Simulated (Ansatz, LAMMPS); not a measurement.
# Amorphous polyacrylonitrile (as short chains C14N4H18) at 480 K (108 atoms): support functions against a reference, part 2 of 2

Wanted: errors and times of a linear-scaling basis for amorphous polyacrylonitrile (as short chains C14N4H18) at 480 K (108 atoms). A setting counts as converged where the r.m.s. difference of forces stays under 1 % of the r.m.s. force.

Ansatz 0.2.0; Kohn-Sham DFT, PBE+D3(BJ), PAW (set soft_2), plane waves.

The cell: 42 C, 12 N and 54 H. The network of contacts between molecules at the start is that of the classical potential that made the cell. The density was typed from a rule of thumb and may lie off the real one at this temperature. Sampling is at Γ alone, for a cell whose shortest periodic width is 11 Å.

So far. Step 12 (Support functions medium, radius 5.19 Å): Forces differ from the reference by 6.6 meV/Å r.m.s., 0.62 % of their size, within a tolerance of 1 %; the energy by -3.7 meV/atom. It took roughly 21 times the reference's time (one timing each, with unlike analyses asked), in 14 cycles against 10. Step 13 (Another setting: scf.occupations.method = "gaussian" …): Forces differ from the reference by 0.002 meV/Å r.m.s., 2.0e-4 % of their size.

## 15. The reference in detail

With the settings judged, the reference run is read for its physics.

Neighbours are counted within 1.34 Å (H-C), 1.85 Å (C-C), 1.62 Å (C-N).

Length of the force by element and coordination:

```csv
element,coordination,atoms,mean length of the force (eV/Å),spread,least,most
C,all,42,1.97,1.14,0.152,5.27
C,2,12,1.93,1.34,0.447,4.84
C,4,30,1.99,1.05,0.152,5.27
H,all,54,1.20,0.625,0.246,2.62
N,all,12,1.64,1.11,0.374,4.21
```

Löwdin charges by element and coordination (they lack the spilled electrons, 0.033 e an atom on average):

```csv
element,coordination,atoms,mean charge (e),spread,least,most
C,all,42,-0.114,0.224,-0.467,0.232
C,2,12,0.205,0.0178,0.185,0.232
C,4,30,-0.242,0.114,-0.467,-0.105
H,all,54,0.201,0.0215,0.159,0.247
N,all,12,-0.207,0.0208,-0.251,-0.172
```

Density of states as counts of states in windows of 1 eV (from the Fermi level), total and the larger projections:

```csv
from (eV),to (eV),total,C p,N p,H s,C s,N s
-17,-16,0.5,0.1,0.1,0.0,0.2,0.2
-16,-15,22.5,2.6,2.2,0.6,8.6,8.1
-15,-14,7.7,2.0,0.3,0.7,3.3,1.3
-14,-13,9.5,2.7,0.1,1.2,4.8,0.6
-13,-12,6.7,2.2,0.0,0.8,3.4,0.2
-12,-11,3.0,0.8,0.0,0.5,1.6,0.0
-11,-10,7.5,2.0,0.0,1.7,3.7,0.0
-10,-9,10.1,3.8,0.0,2.1,3.9,0.1
-9,-8,9.5,4.2,0.0,1.8,3.2,0.1
-8,-7,7.0,2.6,0.0,1.7,2.4,0.1
-7,-6,8.8,6.2,0.1,1.4,0.7,0.1
-6,-5,16.9,12.1,0.2,2.8,1.4,0.2
-5,-4,15.4,11.4,0.3,2.5,0.8,0.1
-4,-3,22.9,15.7,1.1,4.6,0.9,0.3
-3,-2,30.2,17.7,3.5,6.8,1.0,0.9
-2,-1,55.1,22.2,19.7,7.1,0.6,4.8
-1,0,46.0,22.1,15.9,6.3,0.4,0.9
0,1,2.8,1.5,1.0,0.3,0.0,0.0
1,5,0.0,0.0,0.0,0.0,0.0,0.0
```

With fixed occupations the program's Fermi level is the highest filled level; weight inside the gap is the broadening of levels at its edges.

The levels nearest the highest filled one (over half full), pooled over k-points and spins:

```csv
level less the highest filled one (eV),occupation
-0.255,2
-0.181,2
-0.160,2
-0.108,2
-0.0658,2
0,2
5.88,0
6.07,0
6.15,0
6.21,0
6.25,0
6.34,0
```

Electrostatic potential energy in the bc plane at fractional x = 0.614, with atoms of C and H and N within 0.2 Å of it. With pseudopotentials it is smooth inside the atoms' cores, unlike the true potential.

Values in eV, 13 rows by 16 columns, each cell a mean:
```
  5  -2   2   6   6   6   5   4   3   3   2  -1  -1   3   5   6
 -3 -46 -24   4   6   6   4   0  -3  -6  -6   1   2   3   5   5
  3  -9  -6   3   5   5   5   2  -2 -32 -35  -1   2   2   4   5
  5   4   2   3   4   5   5   4  -1 -22 -16   1   2   3   4   5
  4   4   2   1   3   5   5   4  -4 -42 -32 -19 -11   1   4   4
  4   3 -11 -40 -11   2   4   4   3  -2  -8 -44 -28   1   4   4
  4   3  -7 -26 -20 -16   3   1  -2   2  -2 -10  -2   3   4   5
  5   4   3   4   4   3   4  -2 -21 -34 -13  -5   0   3   4   5
  5   5   5   6   6   5   5   4  -9 -35 -10   3   3   4   4   4
  5   5   2   0   5   6   5   5   4   3   4   5   5   4   4   4
  5   4 -28 -43  -1   6   5   5   5   5   5   4   4   5   4   4
  5   5  -6 -11   4   6   6   5   5   5   3 -13 -16   2   4   5
  6   6   5   5   6   6   6   5   5   4   0 -35 -40  -1   4   5
```
Columns run along b (10.7 Å; values clipped at the 3rd and 97th percentile), rows up along c (10.7 Å). Atoms in or near the plane, at fractional coordinates: C at (0.59, 0.37), C at (0.73, 0.58), C at (0.61, 0.66), C at (0.74, 0.05), H at (0.50, 0.44), C at (0.21, 0.54), N at (0.10, 0.87), H at (0.31, 0.50), N at (0.19, 0.17).

Valence density in the bc plane at fractional x = 0.614, with atoms of C and H and N within 0.2 Å of it. It is the smooth field of the valence electrons, not physical close to the nuclei.

Ten even steps from '_' (0.0 e/Å³) to '@' (3.4 e/Å³), each cell a mean:
```
__________________________________________......____________
__..--==::__________________________________________________
__--@@@@++..________________............____________________
__::**%%++..________________......::--==::__________________
__..::--::..____________________..--++==::__________________
______....______________________..::==--..__________________
________________________________..::==--..__________________
________________________________::==++==::..________________
____________..__________________::========----::..__________
________..::--::..______________....::::==++==--..__________
________..==++==::..__________________..::====::..__________
________::==========..__________________::--::..____________
________..::::..::::__________..........::::..______________
____________________________..--------::::......____________
______________________________::==++==--....________________
______________________________..--====::____________________
________________________________..::..______________________
__________..________________________________________________
________::++==::____________________________________________
______..==@@@@==..__________________________________________
______..--####--__________________________......____________
________..::....________________________..--==--..__________
________________________________________..==++==::__________
________________________________________..::==--..__________
```
Columns run along b (10.7 Å), rows up along c (10.7 Å). Atoms in or near the plane, at fractional coordinates: C at (0.59, 0.37), C at (0.73, 0.58), C at (0.61, 0.66), C at (0.74, 0.05), H at (0.50, 0.44), C at (0.21, 0.54), N at (0.10, 0.87), H at (0.31, 0.50), N at (0.19, 0.17).

Mean Löwdin charges: C -0.11, H +0.20, N -0.21 e (they miss 1.3 % of the electrons, so they add up to more than the cell's charge).

## 16. Structure statistics

These statistics describe the geometry on which the runs were made.

Density 0.988 g/cm³, 11.31 Å³ an atom.

g(r), total and by pair (bins of 0.2 Å):

```csv
r (Å),total,H-H,H-C,H-N,C-C,C-N,N-N
1.00,2.20,0.00,5.65,0.00,0.00,0.00,0.00
1.20,2.29,0.00,3.98,0.00,0.00,8.55,0.00
1.40,0.60,0.00,0.00,0.00,3.95,0.00,0.00
1.60,0.98,0.60,0.00,0.00,5.51,0.00,0.00
1.80,0.58,2.33,0.00,0.00,0.00,0.00,0.00
2.00,0.81,0.69,1.63,0.00,0.00,0.00,0.00
2.20,1.49,1.23,2.96,0.00,0.21,0.00,0.00
2.40,1.03,1.60,0.77,0.40,1.79,0.16,0.00
2.60,1.35,1.49,1.04,1.02,2.17,1.55,0.00
2.80,0.86,0.81,1.31,1.14,0.14,0.00,0.00
3.00,1.00,1.17,0.92,1.73,0.98,0.00,0.71
3.20,0.95,0.79,0.69,2.65,0.48,1.31,0.00
3.40,0.92,0.81,1.01,1.38,0.39,1.25,0.59
3.60,0.86,1.06,0.58,0.80,0.25,2.71,1.08
3.80,0.79,0.77,0.65,0.99,0.57,1.34,2.35
4.00,0.73,0.56,0.67,0.61,0.63,1.62,1.71
4.20,0.96,1.13,0.84,0.93,0.62,1.52,1.52
4.40,1.02,0.86,1.15,1.39,0.96,0.59,0.70
4.60,0.95,1.01,0.89,0.99,0.91,1.04,1.27
4.80,0.97,0.94,0.92,1.20,1.05,0.96,0.30
5.00,1.05,0.93,0.98,1.38,1.02,1.35,1.09
5.20,0.95,0.97,0.91,1.08,1.00,0.90,0.73
```

Bonds by pair of elements; cutoffs follow the first minimum of g(r), held within bounds set by covalent radii, and pairs that aren't listed don't count as bonded:

```csv
pair A-B,cutoff (Å),bonds,mean length (Å),spread (Å),shortest (Å),B about A,A about B
H-C,1.34,54,1.1,0.038,1.03,1,1.29
C-C,1.85,39,1.51,0.053,1.37,1.86,1.86
C-N,1.62,12,1.16,0.017,1.13,0.286,1
```

How many atoms have how many bonded neighbours:

```csv
element,mean,1,2,4
C,3.43,0,12,30
H,1,54,0,0
N,1,12,0,0
```

With the cutoffs above, 71 % of C atoms have 4, all H atoms have 1 and all N atoms have 1 bonded neighbour.

Local excerpt of 9 atoms (numbers count through the whole input) about H32, picked at random; x, y, z are measured from there.

```csv
atom,x,y,z,distance (Å),bonds,Löwdin charge (e),Fx,Fy,Fz (eV/Å)
H32,0.00,0.00,0.00,0.00,1,0.21,1.29,-0.55,0.29
C14,-0.95,0.24,0.41,1.06,4,-0.24,-2.38,4.57,-1.09
H31,-1.29,1.11,-0.29,1.72,1,0.16,0.23,-1.08,0.83
C11,-1.87,-0.88,0.22,2.08,4,-0.14,-0.59,-1.63,-0.37
H30,-1.25,-1.68,0.62,2.19,1,0.24,-0.38,-1.05,0.00
C15,-0.95,0.85,1.80,2.21,4,-0.13,1.49,-0.75,1.42
H28,-0.90,-1.19,-1.72,2.28,1,0.16,-2.50,0.23,0.64
H34,0.37,-0.85,2.24,2.42,1,0.19,-0.22,-0.11,0.33
H64,1.21,1.80,-1.16,2.46,1,0.21,-0.63,-0.55,1.20
```

## 17. Results

```yaml
free_energy_per_atom: -148.1956 eV/atom
pressure: 1.347 GPa
r_m_s_force_component: 1.059 eV/Å
spacing_of_highest_filled_and_lowest_empty_level: 5.884 eV
wall_time_of_the_11_dft_runs: 17 min
```

**Reading.** Against plane waves at 420 eV, the forces differ by 6.6 meV/Å (0.62 %) with support functions medium. At 108 atoms the fastest of the runs at a preset level, support functions low, takes roughly 5.8 times the time of plane waves (whose run also made extra analyses), in 12 SCF cycles against 10. Differences between support functions and plane waves include what basis error the plane-wave run still has. The force difference hardly changes among these support-function runs, which points to the basis of the plane-wave reference as its main source. As the radius goes from 3.35 to 5.19 Å, the force difference goes from 6.6 to 6.6 meV/Å, and the time from 60 s to 3.5 min.

Between filled and empty levels lie 5.88 eV (at Γ alone); a semilocal functional tends to put such gaps too low. In a disordered cell it changes from sample to sample, and tail or defect levels can set it. With the cutoffs above, 71 % of C atoms have 4, all H atoms have 1 and all N atoms have 1 bonded neighbour.

**Limits.** The force components of 1.1 eV/Å r.m.s. reflect the temperature of the frame as well as the gap between the generating potential and DFT, above all in bond lengths inside molecules. The pressure of a single frame lacks the kinetic term.

[Long decimals in the printed logs are rounded to 6 places.]

[Logs are printed without paths, hosts, clocks, repeated set-up lines and the standing remarks that a program may print on its own settings, such as how far it seeks lower states.]

[Hosts, paths, dates, database ids (printed as entryN), source tags and the programs' standing remarks are cut or masked in the printed files.]
